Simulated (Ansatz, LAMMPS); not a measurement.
**Si in place of Ge at several sites of glassy 73GeO2-27Al2O3 (mol %) (117 atoms)**

Aim: make Si in place of Ge at several sites of glassy 73GeO2-27Al2O3 (mol %) (117 atoms), relax each, and compare their energies.

Calculated with Ansatz 0.2.0; Kohn-Sham DFT, revPBE, PAW (set soft_1), plane waves; PAW set soft_1.

**1. The system as given**

The cell holds 117 atoms: 24 Ge, 18 Al and 75 O. Cell: a = 11.776 Å, b = 11.776 Å, c = 11.776 Å, α = 90.0°, β = 90.0°, γ = 90.0°. 117 atoms (24 Ge, 18 Al, 75 O) placed at random at 3.46 g/cm³, melted at 4000 K for 10 ps at fixed volume with the Morse and Coulomb pair potential with partial charges (Pedone, Malavasi, Menziani, Cormack and Segre, J. Phys. Chem. B 110, 11780 (2006)). Quenched from 4000 K to 300 K at 10 K/ps and fixed volume, held 10 ps at zero pressure.

What the set-up can't give: The quench rate of 10 K/ps is many orders above laboratory rates, so the cell is likely richer in defects and strain than a real sample. The starting topology of bonds comes from the classical model, and needn't be the one that DFT or experiment would give. Only the Γ point is sampled, in a cell whose shortest periodic width is 12 Å.

**2. Single point at the start**

The forces at the start show how far the geometry lies from a minimum of this functional.

The input, input.yaml:

```yaml
crystal:
  lattice:
    - [11.77598, 0.0, 0.0]
    - [0.0, 11.77598, 0.0]
    - [0.0, 0.0, 11.77598]
  atoms:
    - { symbol: Ge, position: [0.81045, 0.58027, 0.31379] }
    - { symbol: Ge, position: [0.26893, 0.94231, 0.96983] }
    - { symbol: Ge, position: [0.9335, 0.16016, 0.42409] }
    - { symbol: Ge, position: [0.41169, 0.51364, 0.33419] }
    - { symbol: Ge, position: [0.50179, 0.80883, 0.85995] }
    - { symbol: Ge, position: [0.33392, 0.02103, 0.66785] }
    - { symbol: Ge, position: [0.51465, 0.76781, 0.32871] }
    - { symbol: Ge, position: [0.24544, 0.57393, 0.07741] }
    - { symbol: Ge, position: [0.31479, 0.27728, 0.19645] }
    - { symbol: Ge, position: [0.04482, 0.19714, 0.16594] }
    - { symbol: Ge, position: [0.41647, 0.40473, 0.76018] }
    - { symbol: Ge, position: [0.28325, 0.22775, 0.92288] }
    - { symbol: Ge, position: [0.56588, 0.3557, 0.5172] }
    - { symbol: Ge, position: [0.74708, 0.2723, 0.88269] }
    - { symbol: Ge, position: [0.93104, 0.83878, 0.2574] }
    - { symbol: Ge, position: [0.27853, 0.90766, 0.26837] }
    - { symbol: Ge, position: [0.23028, 0.59778, 0.6623] }
    - { symbol: Ge, position: [0.76985, 0.52941, 0.71794] }
    - { symbol: Ge, position: [0.6728, 0.39076, 0.13677] }
    - { symbol: Ge, position: [0.68335, 0.95629, 0.21584] }
    - { symbol: Ge, position: [0.59862, 0.04907, 0.76431] }
    - { symbol: Ge, position: [0.00424, 0.43608, 0.99075] }
    - { symbol: Ge, position: [0.54454, 0.18427, 0.30476] }
    - { symbol: Ge, position: [0.18462, 0.64667, 0.34062] }
    - { symbol: Al, position: [0.75729, 0.98599, 0.54632] }
    - { symbol: Al, position: [0.67449, 0.71197, 0.51522] }
    - { symbol: Al, position: [0.93717, 0.83255, 0.56184] }
    - { symbol: Al, position: [0.10081, 0.13839, 0.63964] }
    - { symbol: Al, position: [0.93561, 0.96322, 0.77749] }
    - { symbol: Al, position: [0.08735, 0.77428, 0.03053] }
    - { symbol: Al, position: [0.50916, 0.54766, 0.97661] }
    - { symbol: Al, position: [0.42469, 0.79456, 0.58648] }
    - { symbol: Al, position: [0.14152, 0.83381, 0.70401] }
    - { symbol: Al, position: [0.98692, 0.5795, 0.5279] }
    - { symbol: Al, position: [0.85041, 0.64877, 0.96636] }
    - { symbol: Al, position: [0.99377, 0.69002, 0.79695] }
    - { symbol: Al, position: [0.02306, 0.21442, 0.83161] }
    - { symbol: Al, position: [0.10526, 0.96533, 0.45108] }
    - { symbol: Al, position: [0.73283, 0.8989, 0.95884] }
    - { symbol: Al, position: [0.0288, 0.42452, 0.70604] }
    - { symbol: Al, position: [0.99118, 0.96656, 0.01706] }
    - { symbol: Al, position: [0.84472, 0.40998, 0.51139] }
    - { symbol: O, position: [0.35823, 0.40134, 0.25777] }
    - { symbol: O, position: [0.81908, 0.08197, 0.45686] }
    - { symbol: O, position: [0.99414, 0.69782, 0.94955] }
    - { symbol: O, position: [0.61365, 0.05768, 0.29088] }
    - { symbol: O, position: [0.09748, 0.878, 0.57554] }
    - { symbol: O, position: [0.04739, 0.09743, 0.50687] }
    - { symbol: O, position: [0.77415, 0.76217, 0.98798] }
    - { symbol: O, position: [0.76022, 0.45884, 0.24604] }
    - { symbol: O, position: [0.3193, 0.50457, 0.72403] }
    - { symbol: O, position: [0.37309, 0.53902, 0.02967] }
    - { symbol: O, position: [0.54728, 0.23595, 0.4363] }
    - { symbol: O, position: [0.3582, 0.28818, 0.81398] }
    - { symbol: O, position: [0.88304, 0.95839, 0.91275] }
    - { symbol: O, position: [0.85006, 0.61774, 0.81053] }
    - { symbol: O, position: [0.32749, 0.26991, 0.05059] }
    - { symbol: O, position: [0.73981, 0.40374, 0.7934] }
    - { symbol: O, position: [0.50893, 0.46276, 0.43333] }
    - { symbol: O, position: [0.12437, 0.90436, 0.95258] }
    - { symbol: O, position: [0.88703, 0.52042, 0.03359] }
    - { symbol: O, position: [0.98741, 0.88244, 0.39083] }
    - { symbol: O, position: [0.88258, 0.22821, 0.85592] }
    - { symbol: O, position: [0.62192, 0.91278, 0.84976] }
    - { symbol: O, position: [0.30467, 0.6967, 0.59714] }
    - { symbol: O, position: [0.1052, 0.51788, 0.62909] }
    - { symbol: O, position: [0.48034, 0.78944, 0.71985] }
    - { symbol: O, position: [0.20556, 0.7018, 0.02291] }
    - { symbol: O, position: [0.95755, 0.17177, 0.28028] }
    - { symbol: O, position: [0.94359, 0.69695, 0.60071] }
    - { symbol: O, position: [0.2393, 0.12565, 0.6297] }
    - { symbol: O, position: [0.29283, 0.56848, 0.40848] }
    - { symbol: O, position: [0.66304, 0.0323, 0.63874] }
    - { symbol: O, position: [0.40364, 0.1734, 0.2557] }
    - { symbol: O, position: [0.45686, 0.05028, 0.73689] }
    - { symbol: O, position: [0.0066, 0.43932, 0.84797] }
    - { symbol: O, position: [0.07376, 0.63781, 0.42883] }
    - { symbol: O, position: [0.89426, 0.47336, 0.63819] }
    [... 33 atom lines left out ...]
    - { symbol: O, position: [0.72707, 0.31945, 0.01723] }
    - { symbol: O, position: [0.88488, 0.52415, 0.42965] }
    - { symbol: O, position: [0.88234, 0.94736, 0.64419] }
    - { symbol: O, position: [0.59689, 0.48981, 0.07161] }
    - { symbol: O, position: [0.91914, 0.28684, 0.48372] }
    - { symbol: O, position: [0.26504, 0.93176, 0.12464] }
kpoints:
  mp_grid: { grid: [1, 1, 1] }
hamiltonian:
  xc: revpbe
  pseudopotentials: { kind: paw, azcp: { folder: soft_1 } }
scf:
  occupations: { method: fixed }
output:
  forces: true
```

The run is started by

```bash
ansatz run input.yaml --threads 8 --pin off --max-ram 15872MiB --backend cpu --events-out ev --progress --plain --runs-dir out
```

Log:

```text
[...]
Pseudopotentials: kind: paw
Pseudopotential: Ge, paw, valence charge 14, recommended cutoff 420 eV (normal), soft_1/Ge.paw.azcp
Pseudopotential: Al, paw, valence charge 3, recommended cutoff 420 eV (normal), soft_1/Al.paw.azcp
Pseudopotential: O, paw, valence charge 6, recommended cutoff 420 eV (normal), soft_1/O.paw.azcp
[...]
Crystal: 117 atoms, lattice volume = 1633.019 Å³
Basis set: ecut = 420 eV, 31919 PW (Γ), exchange–correlation on 160×160×160 points (8 copies of the dense FFT grid, shifted against one another)
Bands: 537, of which v1, the nominal top of the filled ones, is band 420 counted from 1 (419 counted from 0)
Symmetry: 1 space group operations
Space group: P1 (ITA 1), of the structure as read, at distance tolerance 1.2e-4 Å
k-points: 1
[...]
Initial density: superposition of atomic densities (chi_scale 0.1, normalization cell, long waves kept (reshape's long-wave potential 0.63 eV rms))
Initial wavefunctions: pseudopotential atomic-orbital guess
[...]
SCF iter   1: F=—  HF=-155628.963815 eV  |F-HF|=—  |Δ(HF+E_count)|=         —  Δρ=1.15e-1  dr2=1.79e2  ethr=3.10e-3  ⟨swp⟩=5.0  Hψ=1639  notcnv=0  defer=115
preconditioner: auto → Resta (q_TF=auto, 2.442 Å⁻¹)  ε∞=2.6  [insulator: Δε(μ)=3.448 eV  Ē_g=21.345 eV  n_scr=388 (ndim 8)  ℏωp=26.6 eV  f_vac=0.116  ε∞_Penn≈2.6]
[...]
SCF iter  11: F=—  HF=-155578.571078 eV  |F-HF|=—  |Δ(HF+E_count)|=   4.81e-6  Δρ=9.36e-6  dr2=1.17e-6  ethr=2.99e-10  ⟨swp⟩=2.0  Hψ=849  notcnv=0  defer=108
SCF iter  12: F=-155578.571079 eV  HF=-155578.571079 eV  |F-HF|=1.30e-7  |Δ(HF+E_count)|=   3.96e-7  Δρ=2.37e-6  dr2=9.61e-8  ethr=1.19e-11  ⟨swp⟩=3.0  Hψ=1851  notcnv=0
SCF 1 converged in 12 iterations: F = -155578.571079 eV  dr2 = 9.61e-8
[...]
SCF converged after 12 iterations
Free energy (F): -155578.571079 eV
Harris-Foulkes:  -155578.571079 eV  (|F-HF|=1.30e-7)
Internal energy: -155578.571079 eV  (E = F + TS)
E sigma→0 (E₀):  -155578.571079 eV
Fermi energy:    4.141527 eV
--- Per-component energies (eV) ---
[...]
Σ components = -155578.571079   (vs F -155578.571079, Δ=0.00e0)
--- Forces (eV/Å), atoms counted from 1 ---
  atom   1  Ge    -1.18914809     0.94902171    -1.13081571
  atom   2  Ge     0.77720054     0.03699785     1.60270606
  atom   3  Ge     0.15929529    -0.40305300    -0.15449771
  atom   4  Ge    -1.32233591    -1.73946711     2.53298077
[...]
atom 117  O      0.11249463     0.77558724    -1.11423340
  max |Σ_I F_I| component: 1.18e-4 eV/Å
```

Wall time 11 s (8 threads of AMD EPYC 7B13 (Zen 3), shared host); peak memory 2.4 GiB; 83 s of CPU time.

The r.m.s. force at the start is 1.2 eV/Å.

**3. Relaxation**

The atoms are relaxed in the fixed cell, aiming at the force tolerance of the input.

The input, input.yaml:

```yaml
crystal:
  lattice:
    - [11.77598, 0.0, 0.0]
    - [0.0, 11.77598, 0.0]
    - [0.0, 0.0, 11.77598]
  atoms:
    [... the 117 atom lines of step 2 ...]
kpoints:
  mp_grid: { grid: [1, 1, 1] }
hamiltonian:
  xc: revpbe
  pseudopotentials: { kind: paw, azcp: { folder: soft_1 } }
scf:
  occupations: { method: fixed }
output:
  forces: true
relax:
  f_tol: 0.05
  max_steps: 120
```

Log:

```text
[...]
Crystal: 117 atoms, lattice volume = 1633.019 Å³
Basis set: ecut = 420 eV, 31919 PW (Γ), exchange–correlation on 160×160×160 points (8 copies of the dense FFT grid, shifted against one another)
Bands: 537, of which v1, the nominal top of the filled ones, is band 420 counted from 1 (419 counted from 0)
Symmetry: 1 space group operations
[...]
k-points: 1
[...]
SCF iter   1: F=—  HF=-155628.963815 eV  |F-HF|=—  |Δ(HF+E_count)|=         —  Δρ=1.15e-1  dr2=1.79e2  ethr=3.10e-3  ⟨swp⟩=5.0  Hψ=1639  notcnv=0  defer=115
[...]
SCF iter   8: F=—  HF=-155578.570987 eV  |F-HF|=—  |Δ(HF+E_count)|=   1.99e-3  Δρ=1.37e-4  dr2=2.62e-4  ethr=1.01e-7  ⟨swp⟩=2.0  Hψ=851  notcnv=0  defer=115
SCF iter   9: F=-155578.571048 eV  HF=-155578.571069 eV  |F-HF|=2.17e-5  |Δ(HF+E_count)|=   8.20e-5  Δρ=5.71e-5  dr2=4.50e-5  ethr=7.44e-9  ⟨swp⟩=3.0  Hψ=1902  notcnv=0
SCF 1 converged in 9 iterations: F = -155578.571048 eV  dr2 = 4.50e-5
[...]
relax step   1: F+E_penalty+E_count = -155578.57104758 eV  Δ(F+E_penalty+E_count) = +0.000e0 eV  max|allowed force component| = 3.310e0 eV/Å  Δτ_max = 0.0000 Å  (9 SCF iters, dr2 threshold 6.25e-5 eV, accepted)
[...]
relax step   2: F+E_penalty+E_count = -155585.13592992 eV  Δ(F+E_penalty+E_count) = -6.565e0 eV  max|allowed force component| = 2.044e0 eV/Å  Δτ_max = 0.1756 Å  (8 SCF iters, dr2 threshold 1.00e-4 eV, accepted)
[...]
relax step   3: F+E_penalty+E_count = -155589.98200709 eV  Δ(F+E_penalty+E_count) = -4.846e0 eV  max|allowed force component| = 7.130e-1 eV/Å  Δτ_max = 0.1997 Å  (8 SCF iters, dr2 threshold 1.00e-4 eV, accepted)
relax step   4: F+E_penalty+E_count = -155591.24992756 eV  Δ(F+E_penalty+E_count) = -1.268e0 eV  max|allowed force component| = 4.887e-1 eV/Å  Δτ_max = 0.2000 Å  (8 SCF iters, dr2 threshold 6.19e-5 eV, accepted)
relax step   5: F+E_penalty+E_count = -155591.73134807 eV  Δ(F+E_penalty+E_count) = -4.814e-1 eV  max|allowed force component| = 2.645e-1 eV/Å  Δτ_max = 0.2000 Å  (8 SCF iters, dr2 threshold 2.91e-5 eV, accepted)
relax step   6: F+E_penalty+E_count = -155591.89518350 eV  Δ(F+E_penalty+E_count) = -1.638e-1 eV  max|allowed force component| = 3.292e-1 eV/Å  Δτ_max = 0.1967 Å  (7 SCF iters, dr2 threshold 2.05e-5 eV, accepted)
relax step   7: F+E_penalty+E_count = -155592.01165548 eV  Δ(F+E_penalty+E_count) = -1.165e-1 eV  max|allowed force component| = 1.464e-1 eV/Å  Δτ_max = 0.2000 Å  (6 SCF iters, dr2 threshold 3.17e-5 eV, accepted)
relax step   8: F+E_penalty+E_count = -155592.06682121 eV  Δ(F+E_penalty+E_count) = -5.517e-2 eV  max|allowed force component| = 1.531e-1 eV/Å  Δτ_max = 0.2000 Å  (8 SCF iters, dr2 threshold 4.24e-6 eV, accepted)
relax step   9: F+E_penalty+E_count = -155592.07083393 eV  Δ(F+E_penalty+E_count) = -4.013e-3 eV  max|allowed force component| = 2.113e-1 eV/Å  Δτ_max = 0.0357 Å  (7 SCF iters, dr2 threshold 4.63e-6 eV, accepted)
relax step  10: F+E_penalty+E_count = -155592.11442082 eV  Δ(F+E_penalty+E_count) = -4.359e-2 eV  max|allowed force component| = 1.167e-1 eV/Å  Δτ_max = 0.2000 Å  (6 SCF iters, dr2 threshold 4.47e-5 eV, accepted)
relax step  11: F+E_penalty+E_count = -155592.12897560 eV  Δ(F+E_penalty+E_count) = -1.455e-2 eV  max|allowed force component| = 2.781e-1 eV/Å  Δτ_max = 0.1926 Å  (8 SCF iters, dr2 threshold 4.15e-6 eV, accepted)
relax step  12: F+E_penalty+E_count = -155592.14558037 eV  Δ(F+E_penalty+E_count) = -1.660e-2 eV  max|allowed force component| = 1.254e-1 eV/Å  Δτ_max = 0.0473 Å  (6 SCF iters, dr2 threshold 2.36e-5 eV, accepted)
relax step  13: F+E_penalty+E_count = -155592.15792918 eV  Δ(F+E_penalty+E_count) = -1.235e-2 eV  max|allowed force component| = 1.168e-1 eV/Å  Δτ_max = 0.2000 Å  (8 SCF iters, dr2 threshold 3.19e-6 eV, accepted)
relax step  14: F+E_penalty+E_count = -155592.10877461 eV  Δ(F+E_penalty+E_count) = +4.915e-2 eV  max|allowed force component| = 3.691e-1 eV/Å  Δτ_max = 0.1216 Å  (8 SCF iters, dr2 threshold 2.77e-6 eV, rejected (line search))
[...]
relax step  15: F+E_penalty+E_count = -155592.16880964 eV  Δ(F+E_penalty+E_count) = -1.088e-2 eV  max|allowed force component| = 2.463e-2 eV/Å  Δτ_max = 0.0608 Å  (10 SCF iters, accepted)
SCF converged after 10 iterations
Free energy (F): -155592.168810 eV
[...]
Internal energy: -155592.168810 eV  (E = F + TS)
E sigma→0 (E₀):  -155592.168810 eV
Fermi energy:    3.753776 eV
[...]
Σ components = -155592.168810   (vs F -155592.168810, Δ=0.00e0)
--- Forces (eV/Å), atoms counted from 1 ---
  atom   1  Ge    -0.00262798     0.00448095    -0.00923250
  atom   2  Ge     0.01147428    -0.00043148     0.02144347
  atom   3  Ge    -0.00727586     0.01091054     0.00615445
  atom   4  Ge    -0.00013517     0.00122576     0.01471416
[...]
atom 117  O      0.00016930    -0.00872024    -0.00572578
  max |Σ_I F_I| component: 1.29e-4 eV/Å
--- Relaxed structure (15 steps of the walk, 14 accepted, 0 SCFs on fresh bases) ---
  F+E_penalty+E_count = -155592.16880964 eV   max|allowed force component| = 2.463e-2 eV/Å
  atoms:
    - { symbol: Ge, position: [0.796640, 0.580719, 0.305430] }
    - { symbol: Ge, position: [0.294333, 0.953016, 0.993593] }
    - { symbol: Ge, position: [0.918936, 0.162481, 0.424758] }
    - { symbol: Ge, position: [0.406288, 0.506289, 0.360757] }
[...]
- { symbol: O, position: [0.331122, 0.930806, 0.137912] }
```

Elapsed: 2 min, on 8 threads; peak memory 2.4 GiB.

The relaxation converged after 15 steps, 13.6 eV below its start, with a largest force component of 0.025 eV/Å.

[end of part 1 of 3]

[Long decimals in the printed logs are rounded to 6 places.]

[Logs are printed without paths, hosts, clocks, repeated set-up lines and the standing remarks that a program may print on its own settings, such as how far it seeks lower states.]

[Hosts, paths, dates, database ids (printed as entryN), source tags and the programs' standing remarks are cut or masked in the printed files.]
